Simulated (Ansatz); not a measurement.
# Sc (model cell, started as body-centred cubic): phonons and vibrational spectra

Aim: the vibrations of Sc (model cell, started as body-centred cubic), their spectra, and whether the structure is stable.

Program: Ansatz 0.2.0. Level of theory: DFT LDA, scalar-relativistic, plane waves, PAW; PAW set soft_1. Results are calculated unless marked as measured.

Report form: the programs' logs are mostly left out.

This is not the structure that Sc takes at ambient pressure and room temperature (hexagonal, No. 194); it is a model or a phase of other conditions.

## (1) Set-up

Symmetry: Im-3m, No. 229, cubic system. Conventional cell: a = 3.650 Å, b = 3.650 Å, c = 3.650 Å, α = 90.00°, β = 90.00°, γ = 90.00°. Nearest to Sc lie 8 Sc at 3.16 Å.

Coordinates:

```cif
data_structure
_symmetry_space_group_name_H-M 'Im-3m'
_symmetry_Int_Tables_number 229
_cell_length_a 3.6500
_cell_length_b 3.6500
_cell_length_c 3.6500
_cell_angle_alpha 90.000
_cell_angle_beta 90.000
_cell_angle_gamma 90.000
_cell_volume 48.63
loop_
_atom_site_label
_atom_site_type_symbol
_atom_site_symmetry_multiplicity
_atom_site_Wyckoff_symbol
_atom_site_fract_x
_atom_site_fract_y
_atom_site_fract_z
_atom_site_occupancy
Sc1 Sc 2 a 0.00000 0.00000 0.00000 1
```

## (2) Relaxation

Harmonic phonons are second derivatives at a point where the forces vanish, and they are wanted at zero stress, so atoms and cell are relaxed first.

input.yaml reads:

```yaml
crystal:
  lattice:
    - [-1.825, 1.825, 1.825]
    - [1.825, -1.825, 1.825]
    - [1.825, 1.825, -1.825]
  atoms:
    - { symbol: Sc, position: [0.0, 0.0, 0.0] }
kpoints:
  mp_grid: { grid: [16, 16, 16] }
hamiltonian:
  xc: lda
  pseudopotentials: { kind: paw, azcp: { folder: soft_1 }, xc_functional: pbe }
scf:
  occupations: { method: gaussian, width: 0.1 }
output:
  forces: true
  stress: true
  eigenvalues: true
  write_density: true
  write_potential: true
  elf: true
  volumetric_format: npy
relax:
  adjacent_minimum: "off"
  f_tol: 0.005
  max_steps: 80
  cell: { stress_tol: 0.05 }
```

The run is started by

```sh
$ ansatz run input.yaml --threads 4 --pin off --max-ram 16384MiB --backend cpu --events-out ev --progress --plain --runs-dir out
```

It took 2.2 s on 4 threads of Intel Xeon Platinum 8375C at 2.90GHz (Ice Lake), shared host; peak memory 0.37 GiB; 7.4 s of CPU time.

Relaxation path:

```csv
step,energy less that of the first step (eV),largest force component (eV/Å),pressure (GPa),volume (Å³)
1,0.0000,0.0000,-3.67,24.31
2,-0.0193,0.0000,0.52,22.49
3,-0.0196,0.0000,-0.04,22.70
4*,-0.0195,0.0000,-0.04,22.70
```

Relaxation steps marked * repeat the geometry before them on a plane-wave basis chosen anew for their cell, so energy and pressure can jump there.

```csv
"conventional cell, symmetrised",before,after,change
a (Å),3.650,3.568,-2.3 %
b (Å),3.650,3.568,-2.3 %
c (Å),3.650,3.568,-2.3 %
volume (Å³/atom),24.31,22.70,-6.6 %
```

Final coordinates:

```xyz
1
Lattice="-1.7838 1.7838 1.7838 1.7838 -1.7838 1.7838 1.7838 1.7838 -1.7838" Properties=species:S:1:pos:R:3 pbc="T T T"
Sc    0.0000    0.0000    0.0000
```

Numbers from this step:

- pressure: -0.04025 GPa
- volume per atom: 22.70 Å³
- gap on the k-mesh: 0 eV

Valence density in the ac plane of the conventional cell at fractional y = 0.000, with atoms of Sc within 0.2 Å of it. It is the smooth field of the valence electrons, not physical close to the nuclei.

Ten even steps from '_' (0.1 e/Å³) to '@' (8.7 e/Å³), each cell a mean:
```
@@##--________________..++%%
++==..__________________::++
....______________________..
____________________________
____________________________
____________________________
____________________________
____________________________
____________________________
____________________________
..__________________________
==--..__________________..--
%%**--________________..==##
@@%%==..______________..++@@
```
Columns run along a (3.6 Å), rows up along c (3.6 Å), edges of the conventional cell, whose origin can differ from the input's. Atoms in or near the plane, at fractional coordinates: Sc at (0.00, 0.00).

Electrostatic potential energy in the ac plane of the conventional cell at fractional y = 0.000, with atoms of Sc within 0.2 Å of it. With pseudopotentials it is smooth inside the atoms' cores, unlike the true potential.

Ten even steps from '0' (-46 eV) to '9' (12 eV), each cell a mean:
```
00268999997510
12478999998631
45689999998765
77899999999887
99999999999999
99999999999999
99999999999999
99999999999999
99999999999999
88899999999988
56789999999876
23578999998642
00368999997520
00258999997410
```
Columns run along a (3.6 Å; values clipped at the 3rd and 97th percentile), rows up along c (3.6 Å), edges of the conventional cell, whose origin can differ from the input's. Atoms in or near the plane, at fractional coordinates: Sc at (0.00, 0.00).

ELF in the ac plane of the conventional cell at fractional y = 0.000, with atoms of Sc within 0.2 Å of it. It is the smooth field of the valence electrons, not physical close to the nuclei.

Ten even steps from '0' (0.10) to '9' (0.66), each cell a mean:
```
26961268512895
89840378511599
97411489720158
32113689852012
11236889875211
45678888888755
78899888899988
66788888888876
22357888886432
11014789863101
75201589731146
99720378621489
47951268512796
04971267413982
```
Columns run along a (3.6 Å), rows up along c (3.6 Å), edges of the conventional cell, whose origin can differ from the input's. Atoms in or near the plane, at fractional coordinates: Sc at (0.00, 0.00).

In this step the volume went from 24.31 to 22.70 Å³/atom.

## (3) Relaxing to small forces for the phonons

Phonons need a cell at rest on their own settings, so the relaxation is repeated with tight tolerances on forces and stress, using the mesh and the filling of the phonon run that follows.

input.yaml, the sections that differ from step 2:

```yaml
crystal:
  lattice:
    - [-1.7837733223, 1.7837733223, 1.7837733223]
    - [1.7837733223, -1.7837733223, 1.7837733223]
    - [1.7837733223, 1.7837733223, -1.7837733223]
  atoms:
    - { symbol: Sc, position: [0.0, 0.0, 0.0] }
scf:
  occupations: { method: methfessel_paxton, width: 0.2 }
output:
  forces: true
  stress: true
  eigenvalues: true
relax:
  adjacent_minimum: "off"
  f_tol: 0.001
  max_steps: 60
  cell: { stress_tol: 0.01 }
# kpoints, hamiltonian: as in step 2
```

Wall time 2.1 s (4 threads); peak memory 0.37 GiB; 6.8 s of CPU time.

Little changed from the start: no atom moved by 0.005 Å and no cell edge by 0.1 %.

This step gave:

```
pressure        : -2.75e-5 GPa
volume per atom : 22.67 Å³
```

The forces vanish by symmetry and the pressure is 0.000 GPa, within the tolerances set. The cell now holds 22.67 Å³/atom.

## (4) Phonons on a q mesh

Stability and thermal properties need the whole zone. Linear response on a 4×4×4 q mesh gives force constants as far as a supercell of that size would.

input.yaml, the sections that differ from step 3:

```yaml
crystal:
  lattice:
    - [-1.7829656149, 1.7829656149, 1.7829656149]
    - [1.7829656149, -1.7829656149, 1.7829656149]
    - [1.7829656149, 1.7829656149, -1.7829656149]
  atoms:
    - { symbol: Sc, position: [0.0, 0.0, 0.0] }
output:
  eigenvalues: true
phonons:
  method: dfpt
  qmesh: [4, 4, 4]
  temperatures: { t_max: 1000, t_step: 50 }
  qpath:
    path:
      - [[0.0, 0.0, 0.0], [0.5, -0.5, 0.5], [0.0, 0.0, 0.5], [0.0, 0.0, 0.0], [0.25, 0.25, 0.25], [0.5, -0.5, 0.5]]
      - [[0.25, 0.25, 0.25], [0.0, 0.0, 0.5]]
    npoints: 10
# kpoints, hamiltonian, scf: as in step 3
# relax: removed
```

Wall time 77 s (4 threads); peak memory 2.3 GiB.

Numbers from this step:

```yaml
sum_rule_residual_before_enforcement: 1.29e-5 eV/Å²
lowest_frequency_on_the_path: -105.9 cm⁻¹
highest_frequency_on_the_path_or_at_a_solved_wavevector: 222.4 cm⁻¹
lowest_mode_on_the_q_mesh_acoustic_modes_at_gamma_apart: -105.9 cm⁻¹
```

Frequencies (cm⁻¹) solved at each irreducible wavevector; negative means imaginary. Frequencies by wavevector, by row:

```csv
q in reciprocal lattice units,star,mode 1,mode 2,mode 3
0 0 0,1,0,0,0
0 0 0.25,12,-64.8,83.5,140.6
0 0 -0.5,6,-105.9,128.5,192.7
0 0.25 0.25,24,-85.9,145.8,189.8
0.25 0.25 0.25,2,157.6,157.6,157.6
0.25 0.25 -0.25,6,65.7,122.4,122.4
0.25 -0.5 -0.5,12,92.4,173.4,210.1
-0.5 -0.5 -0.5,1,222.4,222.4,222.4
```

Interpolated from a 4×4×4 q mesh. Phonon branches along the path, in cm⁻¹:

```
    point  branch 1  branch 2  branch 3
        Γ         0         0         0
  halfway        66       122       122
        H       222       222       222
  halfway        92       173       210
        N      -106       128       193
  halfway       -65        84       141
        Γ         0         0         0
  halfway        45        45       174
        P       158       158       158
  halfway       -61       195       195
        H       222       222       222
jump to P       158       158       158
  halfway       -47       154       191
        N      -106       128       193
```

Tetrahedra on a 24×24×24 mesh, mean over bins of 5 cm-1. Interpolated from a 4×4×4 q mesh. Phonon density of states against wavenumber; read off at these points:

wavenumber (cm⁻¹), phonon density of states (1/cm⁻¹/cell) and a bar:
```
     -108     0.0001 
      -98     0.0092 #####
      -88     0.0194 ###########
      -82     0.0150 ########
      -72     0.0105 ######
      -62     0.0076 ####
      -52     0.0059 ###
      -48     0.0053 ###
      -38     0.0039 ##
      -28     0.0030 ##
      -18     0.0026 #
       -8     0.0023 #
       -2     0.0021 #
        8     0.0019 #
       18     0.0019 #
       28     0.0020 #
       38     0.0027 #
       42     0.0029 ##
       52     0.0037 ##
       62     0.0042 ##
       72     0.0052 ###
       78     0.0057 ###
       88     0.0066 ####
       98     0.0076 ####
      108     0.0088 #####
      118     0.0106 ######
      122     0.0118 ######
      132     0.0155 ########
      142     0.0155 #########
      152     0.0163 #########
      162     0.0157 #########
      168     0.0154 ########
      178     0.0169 #########
      188     0.0281 ################
      192     0.0543 ##############################
      198     0.0186 ##########
      202     0.0111 ######
      212     0.0064 ###
      222     0.0008
```

Second derivatives of the energy by pair, one row for each kind of neighbour of each atom listed. Each entry sums the pair over the periodic images of the supercell that the q mesh stands for, and in a polar crystal it holds the long-range dipole part too. Force constants by pair, by row:

```
atom  neighbour  distance (Å)  third of the trace (eV/Å²)  along the pair's line (eV/Å²)
 Sc1     itself             0                       2.772                              –
 Sc1         Sc         3.088                     -0.4388                         -1.621
 Sc1         Sc         3.566                      0.0043                         0.2498
 Sc1         Sc         5.043                      0.1239                         0.2403
 Sc1         Sc         5.913                     -0.0241                        -0.0724
 Sc1         Sc         6.176                      0.0417                         0.0983
 Sc1         Sc         7.132                     -0.0543                        -0.2691
```

Symmetry leaves 8 wavevectors to solve. The lowest mode among them, the acoustic zeros apart, lies at q = (0, 0, -0.5) and is imaginary, 105.9i cm⁻¹, so the energy falls along it.

## (5) Outcome

```json
{"space group after relaxation (within 0.01 Å)": "Im-3m", "volume per atom": "22.7 Å³", "electronic character": "no gap on this mesh", "lowest mode on the q mesh (acoustic modes at Γ apart)": "-106 cm⁻¹", "highest frequency on the path or at a solved wavevector": "222 cm⁻¹", "imaginary modes on the 4×4×4 q mesh": "yes"}
```

**Reading.** Modes are clearly imaginary (beyond 10i cm⁻¹) at 3 of the 8 irreducible wavevectors, most at q = (0, 0, -0.5) (105.9i cm⁻¹), so this structure is not a minimum of the energy. With no gap, or one that is small against the smearing, the frequencies hang on the k mesh and the smearing, most of all near Kohn anomalies. The PAW files were made for PBE and serve the other functionals too. The starting cell was built on a prototype and not taken from a measurement, so the phase need not exist. These are harmonic frequencies at zero temperature: anharmonic shifts, linewidths and thermal expansion are left out.

[Logs are printed without paths, hosts, clocks, repeated set-up lines and the standing remarks that a program may print on its own settings, such as how far it seeks lower states.]

[Hosts, paths, dates, database ids (printed as entryN), source tags and the programs' standing remarks are cut or masked in the printed files.]
